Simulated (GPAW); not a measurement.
Entries from a set of simulations; values are calculated unless marked as measured.

```xyz
4
Lattice="3.699 0.000 0.000 -1.850 3.204 0.000 0.000 0.000 15.700" Properties=species:S:1:pos:R:3 subject="SnCCl2 (chair-type functionalised monolayer): G0W0 with GPAW, start to end" method="DFT, PBE, plane waves, PAW (and 1 further level or step)" program="GPAW 26.7.0" settings_of_one_run="cutoff 700 eV, GPAW PAW setups 1.2.1 data release, 9×9×1 k-mesh" cost="5 runs, 9.1 min in all on 4 MPI ranks of Arm Neoverse V1, shared host (the runs of this entry)" notes="Values taken over the cell’s volume include its vacuum. The start is a generated structure, not a measured one. Limits: no spin-orbit coupling. Bands and cutoff are finite, so the gap is not at the basis limit. The miss can reach some tenths of an eV and take either sign; the mesh is an error of its own. Mesh or cutoff lie under what a gap needs, so these runs test behaviour and cost; their gaps are not to be quoted." pbe_gap="0.87 eV, direct" g0w0_gap_on_the_mesh="2.29 eV" gw_settings="9×9×1 mesh, 91 bands, screening to 36 eV, full frequency, Hilbert transform" known_limits="not at the basis limit; no spin-orbit coupling"
C     0.000    2.136    8.453
Sn    1.850    1.068    7.790
Cl    0.000    2.136   10.275
Cl    1.850    1.068    5.459
```

[Paths, hosts, dates, memory and timing lines, banners, echoed tables and standing remarks are left out of the program output.]

[Logs are printed without paths, hosts, clocks, repeated set-up lines and the standing remarks that a program may print on its own settings, such as how far it seeks lower states.]

[Runs of the session that timed out or met a known fault of the program may be left out.]

[Hosts, paths, dates, database ids (printed as entryN), source tags and the programs' standing remarks are cut or masked in the printed files.]
